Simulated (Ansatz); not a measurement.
# CO on Mg(0001): change of the work function, part 2 of 5

Aim: the work function of Mg(0001) at several coverages of CO (top site), and the dipole that each adsorbate carries.

Ansatz 0.2.0; plane-wave DFT, PBEsol, Ansatz PAW (the session's first sound run).

So far, work function, upper face (eV): step 2 (the clean slab) 3.79.

## (3) Adsorbate added, k-mesh 4×4×1, coverage 0.111 ML

System of this step: CO/Mg(0001). The cell holds 38 atoms: 36 Mg, 1 C and 1 O. Cell: a = 9.630 Å, b = 9.630 Å, c = 29.089 Å, α = 90.0°, β = 90.0°, γ = 60.0°. Vacuum lies along c.

The clean slab as it ended is repeated in the plane and the adsorbate is set on one face; the cell's size fixes the coverage, and the k-mesh shrinks with it to keep the sampling density about even. Adsorbate and upper layers relax, since the dipole depends on the height.

input.yaml

```yaml
crystal:
  lattice:
    - [9.6299999999, 0.0, 0.0]
    - [4.815, 8.3398246384, 0.0]
    - [0.0, 0.0, 29.0888177495]
  atoms:
    - { symbol: Mg, position: [0.2222222222, 0.2222222222, 0.3093972425] }
    - { symbol: Mg, position: [0.0, 0.0, 0.3990028092] }
    - { symbol: Mg, position: [0.2222222222, 0.2222222222, 0.4870308534] }
    - { symbol: Mg, position: [0.0, 0.0, 0.5761257777] }
    - { symbol: Mg, position: [0.2222222222, 0.5555555556, 0.3093972425] }
    - { symbol: Mg, position: [0.0, 0.3333333333, 0.3990028092] }
    - { symbol: Mg, position: [0.2222222222, 0.5555555556, 0.4870308534] }
    - { symbol: Mg, position: [0.0, 0.3333333333, 0.5761257777] }
    - { symbol: Mg, position: [0.2222222222, 0.8888888889, 0.3093972425] }
    - { symbol: Mg, position: [0.0, 0.6666666667, 0.3990028092] }
    - { symbol: Mg, position: [0.2222222222, 0.8888888889, 0.4870308534] }
    - { symbol: Mg, position: [0.0, 0.6666666667, 0.5761257777] }
    - { symbol: Mg, position: [0.5555555556, 0.2222222222, 0.3093972425] }
    - { symbol: Mg, position: [0.3333333333, 0.0, 0.3990028092] }
    - { symbol: Mg, position: [0.5555555556, 0.2222222222, 0.4870308534] }
    - { symbol: Mg, position: [0.3333333333, 0.0, 0.5761257777] }
    - { symbol: Mg, position: [0.5555555556, 0.5555555556, 0.3093972425] }
    - { symbol: Mg, position: [0.3333333333, 0.3333333333, 0.3990028092] }
    - { symbol: Mg, position: [0.5555555556, 0.5555555556, 0.4870308534] }
    - { symbol: Mg, position: [0.3333333333, 0.3333333333, 0.5761257777] }
    - { symbol: Mg, position: [0.5555555556, 0.8888888889, 0.3093972425] }
    - { symbol: Mg, position: [0.3333333333, 0.6666666667, 0.3990028092] }
    - { symbol: Mg, position: [0.5555555556, 0.8888888889, 0.4870308534] }
    - { symbol: Mg, position: [0.3333333333, 0.6666666667, 0.5761257777] }
    - { symbol: Mg, position: [0.8888888889, 0.2222222222, 0.3093972425] }
    - { symbol: Mg, position: [0.6666666667, 0.0, 0.3990028092] }
    - { symbol: Mg, position: [0.8888888889, 0.2222222222, 0.4870308534] }
    - { symbol: Mg, position: [0.6666666667, 0.0, 0.5761257777] }
    - { symbol: Mg, position: [0.8888888889, 0.5555555556, 0.3093972425] }
    - { symbol: Mg, position: [0.6666666667, 0.3333333333, 0.3990028092] }
    - { symbol: Mg, position: [0.8888888889, 0.5555555556, 0.4870308534] }
    - { symbol: Mg, position: [0.6666666667, 0.3333333333, 0.5761257777] }
    - { symbol: Mg, position: [0.8888888889, 0.8888888889, 0.3093972425] }
    - { symbol: Mg, position: [0.6666666667, 0.6666666667, 0.3990028092] }
    - { symbol: Mg, position: [0.8888888889, 0.8888888889, 0.4870308534] }
    - { symbol: Mg, position: [0.6666666667, 0.6666666667, 0.5761257777] }
    - { symbol: C, position: [0.0, 0.0, 0.6507248907] }
    - { symbol: O, position: [0.0, 0.0, 0.6906027575] }
kpoints:
  mp_grid: { grid: [4, 4, 1] }
hamiltonian:
  xc: pbesol
scf:
  occupations: { method: fermi_dirac, width: 0.1 }
  convergence: { dr2_threshold: 1.0e-08 }
efield:
  axis: 3
  dipole_correction: true
  ramp_position: 0.97
  ramp_width: 0.06
relax:
  f_tol: 0.02
  max_steps: 60
  constraints:
    - { sites: [0, 1, 4, 5, 8, 9, 12, 13, 16, 17, 20, 21, 24, 25, 28, 29, 32, 33] }
output:
  bader: true
  write_potential: true
  write_density: true
  volumetric_format: npy
```

Run with:

```
> ansatz run input.yaml --threads 4 --pin off --max-ram 12288MiB --backend cpu --events-out ev --progress --plain --runs-dir out
```

Numbers of over 12 decimals in the logs are rounded to 6 here.

What it wrote:

```text
[...]
Crystal: 38 atoms, lattice volume = 2336.196 Å³
Basis set: ecut = 420 eV, 45535 PW (Γ), exchange–correlation on 144×144×400 points (8 copies of the dense FFT grid, shifted against one another)
Bands: 223, of which v1, the nominal top of the filled ones, is band 185 counted from 1 (184 counted from 0)
Symmetry: 6 space group operations
[...]
k-points: 4 of 16 (time reversal used)
[...]
SCF iter   1: F=—  HF=-69633.605133 eV  |F-HF|=—  |Δ(HF+E_count)|=         —  Δρ=1.83e-3  dr2=1.86e-1  ethr=1.77e-3  p=-0.237 e·Å  D=-1.84e-2 V/Å  ΔV_dip=0.53 eV  dr2_dipole=1.14e-2  V_vac-E_F(+/−)=4.36/3.83 eV  ⟨swp⟩=17.2  Hψ=5666  notcnv=0  defer=7
[...]
SCF iter   8: F=-69633.572303 eV  HF=-69633.572303 eV  |F-HF|=1.37e-8  |Δ(HF+E_count)|=   2.47e-8  Δρ=1.28e-7  dr2=7.06e-10  ethr=2.70e-12  p=-0.090 e·Å  D=-6.98e-3 V/Å  ΔV_dip=0.20 eV  dr2_dipole=1.73e-12  V_vac-E_F(+/−)=4.02/3.82 eV  ⟨swp⟩=9.5  Hψ=4571  notcnv=0
SCF 1 converged in 8 iterations: F = -69633.572303 eV  dr2 = 7.06e-10
[...]
relax step   1: F+E_penalty+E_count = -69633.57230315 eV  Δ(F+E_penalty+E_count) = +0.000e0 eV  max|allowed force component| = 1.137e0 eV/Å  Δτ_max = 0.0000 Å  (8 SCF iters, accepted)
[...]
SCF iter   7: F=-69633.583932 eV  HF=-69633.583932 eV  |F-HF|=3.75e-9  |Δ(HF+E_count)|=   1.85e-8  Δρ=1.21e-7  dr2=8.65e-10  ethr=2.70e-12  p=-0.077 e·Å  D=-5.98e-3 V/Å  ΔV_dip=0.17 eV  dr2_dipole=6.65e-11  V_vac-E_F(+/−)=3.99/3.82 eV  ⟨swp⟩=9.2  Hψ=4722  notcnv=0
SCF 2 converged in 7 iterations: F = -69633.583932 eV  dr2 = 8.65e-10
[...]
relax step   2: F+E_penalty+E_count = -69633.58393159 eV  Δ(F+E_penalty+E_count) = -1.163e-2 eV  max|allowed force component| = 1.893e-1 eV/Å  Δτ_max = 0.0240 Å  (7 SCF iters, accepted)
SCF iter   1: F=—  HF=-69633.585004 eV  |F-HF|=—  |Δ(HF+E_count)|=         —  Δρ=1.33e-4  dr2=5.73e-4  ethr=1.68e-6  p=-0.077 e·Å  D=-5.98e-3 V/Å  ΔV_dip=0.17 eV  dr2_dipole=9.21e-5  V_vac-E_F(+/−)=3.99/3.82 eV  ⟨swp⟩=3.2  Hψ=1477  notcnv=0  defer=7
[...]
SCF iter   6: F=-69633.584470 eV  HF=-69633.584470 eV  |F-HF|=9.52e-9  |Δ(HF+E_count)|=   2.61e-8  Δρ=1.64e-7  dr2=1.20e-9  ethr=2.70e-12  p=-0.074 e·Å  D=-5.76e-3 V/Å  ΔV_dip=0.17 eV  dr2_dipole=2.02e-11  V_vac-E_F(+/−)=3.98/3.82 eV  ⟨swp⟩=9.0  Hψ=4538  notcnv=0
SCF 3 converged in 6 iterations: F = -69633.584470 eV  dr2 = 1.20e-9
relax step   3: F+E_penalty+E_count = -69633.58447008 eV  Δ(F+E_penalty+E_count) = -5.385e-4 eV  max|allowed force component| = 1.374e-2 eV/Å  Δτ_max = 0.0075 Å  (6 SCF iters, accepted)
NSCF: frozen V_eff on 4 k-points
[...]
SCF converged after 6 iterations
Free energy (F): -69633.584470 eV
[...]
Internal energy: -69632.952451 eV  (E = F + TS)
E sigma→0 (E₀):  -69633.268461 eV
Entropy (-TS):   -0.632019 eV (-16.632 meV/atom)
Fermi energy:    -0.401477 eV
Dipole field:    D = -0.005762 V/Å  (p = -0.074390 e·Å, saw-weighted, corrected)
Work function:   Φ+ = 3.9848 eV   Φ− = 3.8172 eV
[...]
--- Forces (eV/Å), atoms counted from 1 ---
  atom   1  Mg     0.01711445     0.00988103     0.00500782
  atom   2  Mg    -0.00000000     0.00000000     0.04373234
  atom   3  Mg    -0.00042672    -0.00024637     0.00006790
  atom   4  Mg     0.00000000     0.00000000    -0.01161587
  atom   5  Mg    -0.00000000    -0.01976206     0.00500782
  atom   6  Mg     0.01144400     0.01437768    -0.01218222
  atom   7  Mg     0.00000000     0.00049274     0.00006790
  atom   8  Mg     0.00009238     0.00039852     0.00011850
  atom   9  Mg    -0.00980921     0.00566335    -0.00504359
  atom  10  Mg    -0.00672944    -0.01709964    -0.01218222
  atom  11  Mg     0.00005843    -0.00003374     0.00006943
  atom  12  Mg    -0.00029894    -0.00027926     0.00011850
  atom  13  Mg    -0.01711445     0.00988103     0.00500782
  atom  14  Mg     0.01817344     0.00272195    -0.01218222
  atom  15  Mg     0.00042672    -0.00024637     0.00006790
  atom  16  Mg     0.00039132    -0.00011926     0.00011850
  atom  17  Mg     0.02095864     0.01210048     0.00469827
  atom  18  Mg     0.00000000     0.00000000     0.00793755
  atom  19  Mg    -0.00020350    -0.00011749    -0.00069321
  atom  20  Mg     0.00000000    -0.00000000     0.00148809
  atom  21  Mg    -0.00000000    -0.02420095     0.00469827
  atom  22  Mg     0.00672944    -0.01709964    -0.01218222
  atom  23  Mg     0.00000000     0.00023498    -0.00069321
  atom  24  Mg     0.00029894    -0.00027926     0.00011850
  atom  25  Mg    -0.00000000    -0.01132670    -0.00504359
  atom  26  Mg    -0.01817344     0.00272195    -0.01218222
  atom  27  Mg     0.00000000     0.00006747     0.00006943
  atom  28  Mg    -0.00039132    -0.00011926     0.00011850
  atom  29  Mg    -0.02095864     0.01210048     0.00469827
  atom  30  Mg    -0.01144400     0.01437768    -0.01218222
  atom  31  Mg     0.00020350    -0.00011749    -0.00069321
  atom  32  Mg    -0.00009238     0.00039852     0.00011850
  atom  33  Mg     0.00980921     0.00566335    -0.00504359
  atom  34  Mg     0.00000000    -0.00000000     0.00655052
  atom  35  Mg    -0.00005843    -0.00003374     0.00006943
  atom  36  Mg     0.00000000    -0.00000000     0.00100794
  atom  37  C      0.00000000    -0.00000000    -0.00276298
  atom  38  O     -0.00000000     0.00000000     0.01373623
  max |Σ_I F_I| component: 1.13e-5 eV/Å
--- Band table (eV) ---
  k-point 0: bands = [... 181 lower, -0.7249, -0.7242, -0.6501, -0.1186, -0.1186, -0.0329, -0.0237, -0.0237, ... 34 higher]
  k-point 1: bands = [... 181 lower, -0.6046, -0.5332, -0.4939, -0.3223, -0.3010, -0.1753, 0.1490, 0.1904, ... 34 higher]
  k-point 2: bands = [... 181 lower, -0.8851, -0.6577, -0.3637, -0.3411, -0.3154, -0.3137, -0.2016, -0.0297, ... 34 higher]
  k-point 3: bands = [... 181 lower, -1.0241, -0.9311, -0.7279, -0.6480, -0.5068, -0.3878, -0.3430, -0.1759, ... 34 higher]
--- Relaxed structure (3 steps of the walk, 3 accepted, 0 SCFs on fresh bases) ---
  F+E_penalty+E_count = -69633.58447008 eV   max|allowed force component| = 1.374e-2 eV/Å
  atoms:
    - { symbol: Mg, position: [0.2222222222, 0.222222, 0.309397] }
    - { symbol: Mg, position: [0, 0, 0.399003] }
    - { symbol: Mg, position: [0.222729, 0.222729, 0.487361] }
    - { symbol: Mg, position: [1.307440773511299e-19, 0, 0.575541] }
    - { symbol: Mg, position: [0.222222, 0.5555555556, 0.309397] }
    - { symbol: Mg, position: [0.0, 0.333333, 0.399003] }
    - { symbol: Mg, position: [0.222729, 0.554543, 0.487361] }
    - { symbol: Mg, position: [-2.313877737195047e-5, 0.334696, 0.576998] }
    - { symbol: Mg, position: [0.222222, 0.888889, 0.309397] }
    - { symbol: Mg, position: [-5.551115123125783e-17, 0.666667, 0.399003] }
    - { symbol: Mg, position: [0.223319, 0.888340, 0.487747] }
    - { symbol: Mg, position: [-2.3138777371978225e-5, 0.665327, 0.576998] }
    - { symbol: Mg, position: [0.5555555556, 0.222222, 0.309397] }
    - { symbol: Mg, position: [0.333333, 1.1199618231108728e-17, 0.399003] }
    - { symbol: Mg, position: [0.554543, 0.222729, 0.487361] }
    - { symbol: Mg, position: [0.334696, -2.3138777371957114e-5, 0.576998] }
    - { symbol: Mg, position: [0.555556, 0.555556, 0.309397] }
    - { symbol: Mg, position: [0.333333, 0.333333, 0.399003] }
    - { symbol: Mg, position: [0.555531, 0.555531, 0.487612] }
    - { symbol: Mg, position: [0.333333, 0.333333, 0.576978] }
    - { symbol: Mg, position: [0.555556, 0.888889, 0.309397] }
    - { symbol: Mg, position: [0.333333, 0.666667, 0.399003] }
    - { symbol: Mg, position: [0.555531, 0.888939, 0.487612] }
    - { symbol: Mg, position: [0.334696, 0.665327, 0.576998] }
    - { symbol: Mg, position: [0.888889, 0.222222, 0.309397] }
    - { symbol: Mg, position: [0.666667, 1.1199618231108728e-17, 0.399003] }
    - { symbol: Mg, position: [0.888340, 0.223319, 0.487747] }
    - { symbol: Mg, position: [0.665327, -2.3138777371957446e-5, 0.576998] }
    - { symbol: Mg, position: [0.888889, 0.555556, 0.309397] }
    - { symbol: Mg, position: [0.666667, 0.333333, 0.399003] }
    - { symbol: Mg, position: [0.888939, 0.555531, 0.487612] }
    - { symbol: Mg, position: [0.665327, 0.334696, 0.576998] }
    - { symbol: Mg, position: [0.888889, 0.888889, 0.309397] }
    - { symbol: Mg, position: [0.666667, 0.666667, 0.399003] }
    - { symbol: Mg, position: [0.888340, 0.888340, 0.487747] }
    - { symbol: Mg, position: [0.666667, 0.666667, 0.577211] }
    - { symbol: C, position: [0, 0, 0.650291] }
    - { symbol: O, position: [1.8680478973280323e-19, 0, 0.689767] }
--- Bader charges: 38 sites ---
  site symbol  charge [e]  shift [e]
     0     Mg      0.0281     0.0000
     1     Mg     -0.0308     0.0000
     2     Mg     -0.0153     0.0000
     3     Mg      0.4830     0.0008
     4     Mg      0.0281     0.0000
     5     Mg     -0.0209     0.0000
     6     Mg     -0.0153     0.0000
     7     Mg      0.0009     0.0000
     8     Mg      0.0297     0.0000
     9     Mg     -0.0209     0.0000
    10     Mg     -0.0101     0.0000
    11     Mg      0.0009     0.0000
    12     Mg      0.0281     0.0000
    13     Mg     -0.0209     0.0000
    14     Mg     -0.0153     0.0000
    15     Mg      0.0009     0.0000
    16     Mg      0.0261     0.0000
    17     Mg     -0.0075     0.0000
    18     Mg     -0.0299     0.0000
    19     Mg      0.0108     0.0000
    20     Mg      0.0261     0.0000
    21     Mg     -0.0209     0.0000
    22     Mg     -0.0300     0.0000
    23     Mg      0.0009     0.0000
    24     Mg      0.0297     0.0000
    25     Mg     -0.0209     0.0000
    26     Mg     -0.0102     0.0000
    27     Mg      0.0009     0.0000
    28     Mg      0.0261     0.0000
    29     Mg     -0.0209     0.0000
    30     Mg     -0.0299     0.0000
    31     Mg      0.0009     0.0000
    32     Mg      0.0297     0.0000
    33     Mg     -0.0315     0.0000
    34     Mg     -0.0101     0.0000
    35     Mg      0.0613     0.0000
    36      C      0.6621     0.0060
    37      O     -1.1128     0.0053
  estimated error of the sums over rays = 3.6e-4 e
```

Run time: 5.9 min. Hardware: 4 threads of Intel Xeon Platinum 8259CL at 2.50GHz (Skylake/Cascade Lake), shared host; peak memory 8.5 GiB; 21 min of CPU time.

The steps of the relaxation:

| step | energy less that of the first step (eV) | largest force component (eV/Å) |
| --- | --- | --- |
| 1 | 0.0000 | 1.1371 |
| 2 | -0.0116 | 0.1893 |
| 3 | -0.0122 | 0.0137 |

Forces are held to the 6 operations that the run works with; a distortion that breaks them can't arise in this run.

The atoms that moved most (Å):

| atom | dx | dy | dz | length |
| --- | --- | --- | --- | --- |
| Mg36 | 0.000 | 0.000 | 0.032 | 0.032 |
| Mg24 | 0.007 | -0.011 | 0.025 | 0.029 |
| Mg16 | 0.013 | 0.000 | 0.025 | 0.029 |
| Mg28 | -0.013 | 0.000 | 0.025 | 0.029 |
| Mg12 | -0.007 | -0.011 | 0.025 | 0.029 |
| Mg8 | 0.006 | 0.011 | 0.025 | 0.029 |
| Mg32 | -0.006 | 0.011 | 0.025 | 0.029 |
| Mg20 | 0.000 | 0.000 | 0.025 | 0.025 |

Final coordinates:

```cif
data_structure
_symmetry_space_group_name_H-M 'P 1'
_symmetry_Int_Tables_number 1
_cell_length_a 9.6300
_cell_length_b 9.6300
_cell_length_c 29.0888
_cell_angle_alpha 90.000
_cell_angle_beta 90.000
_cell_angle_gamma 60.000
_cell_volume 2336.20
loop_
_atom_site_label
_atom_site_type_symbol
_atom_site_fract_x
_atom_site_fract_y
_atom_site_fract_z
_atom_site_occupancy
Mg1 Mg 0.22222 0.22222 0.30940 1
Mg2 Mg 0.00000 0.00000 0.39900 1
Mg3 Mg 0.22273 0.22273 0.48736 1
Mg4 Mg 0.00000 0.00000 0.57554 1
Mg5 Mg 0.22222 0.55556 0.30940 1
Mg6 Mg 0.00000 0.33333 0.39900 1
Mg7 Mg 0.22273 0.55454 0.48736 1
Mg8 Mg 0.99998 0.33470 0.57700 1
Mg9 Mg 0.22222 0.88889 0.30940 1
Mg10 Mg 0.00000 0.66667 0.39900 1
Mg11 Mg 0.22332 0.88834 0.48775 1
Mg12 Mg 0.99998 0.66533 0.57700 1
Mg13 Mg 0.55556 0.22222 0.30940 1
Mg14 Mg 0.33333 0.00000 0.39900 1
Mg15 Mg 0.55454 0.22273 0.48736 1
Mg16 Mg 0.33470 0.99998 0.57700 1
Mg17 Mg 0.55556 0.55556 0.30940 1
Mg18 Mg 0.33333 0.33333 0.39900 1
Mg19 Mg 0.55553 0.55553 0.48761 1
Mg20 Mg 0.33333 0.33333 0.57698 1
Mg21 Mg 0.55556 0.88889 0.30940 1
Mg22 Mg 0.33333 0.66667 0.39900 1
Mg23 Mg 0.55553 0.88894 0.48761 1
Mg24 Mg 0.33470 0.66533 0.57700 1
Mg25 Mg 0.88889 0.22222 0.30940 1
Mg26 Mg 0.66667 0.00000 0.39900 1
Mg27 Mg 0.88834 0.22332 0.48775 1
Mg28 Mg 0.66533 0.99998 0.57700 1
Mg29 Mg 0.88889 0.55556 0.30940 1
Mg30 Mg 0.66667 0.33333 0.39900 1
Mg31 Mg 0.88894 0.55553 0.48761 1
Mg32 Mg 0.66533 0.33470 0.57700 1
Mg33 Mg 0.88889 0.88889 0.30940 1
Mg34 Mg 0.66667 0.66667 0.39900 1
Mg35 Mg 0.88834 0.88834 0.48775 1
Mg36 Mg 0.66667 0.66667 0.57721 1
C37 C 0.00000 0.00000 0.65029 1
O38 O 0.00000 0.00000 0.68977 1
```

Numbers from this step:

| Item | Value |
| --- | --- |
| energy at zero smearing | -69633.2685 eV |
| work function, upper face | 3.985 eV |
| work function, lower face | 3.817 eV |
| dipole along the normal | -0.07439 e·Å |
| step between the vacuum levels | 0.1676 eV |

Running mean over 2.60652 Å of the planar mean; the ramp of the sawtooth is left out. The electron's electrostatic potential energy less the Fermi level by z:

z (Å), electron's electrostatic potential energy less the Fermi level (eV) and a bar from the least value:
```
        4       3.82 #############################
        5       3.80 #############################
        6       3.67 #############################
        7       2.62 #########################
        8      -2.12 ########
        9      -4.04 
       10      -4.04 
       11      -4.01 #
       12      -4.03 
       13      -4.16 
       14      -4.02 #
       15      -4.04 
       16      -4.08 
       17      -3.93 #
       18      -1.28 ###########
       19       2.39 ########################
       20       3.14 ###########################
       21       3.65 #############################
       22       3.96 ##############################
       23       3.98 ##############################
       24       3.98 ##############################
       25       3.98 ##############################
```

The relaxation took 3 steps and lowered the energy by 0.012 eV; the largest force on the free atoms ends at 0.014 eV/Å.

The covered face has 3.98 eV, +0.20 eV against the clean one; the bare back face has moved by +0.03 eV, a measure of how thin the slab is.

[end of part 2 of 5]

[Logs are printed without paths, hosts, clocks, repeated set-up lines and the standing remarks that a program may print on its own settings, such as how far it seeks lower states.]

[Hosts, paths, dates, database ids (printed as entryN), source tags and the programs' standing remarks are cut or masked in the printed files.]

[Maps of the electrostatic potential energy from Ansatz leave out the sawtooth potential of an applied field or a dipole correction, so their vacuum need not be flat; planar profiles and work functions include it.]
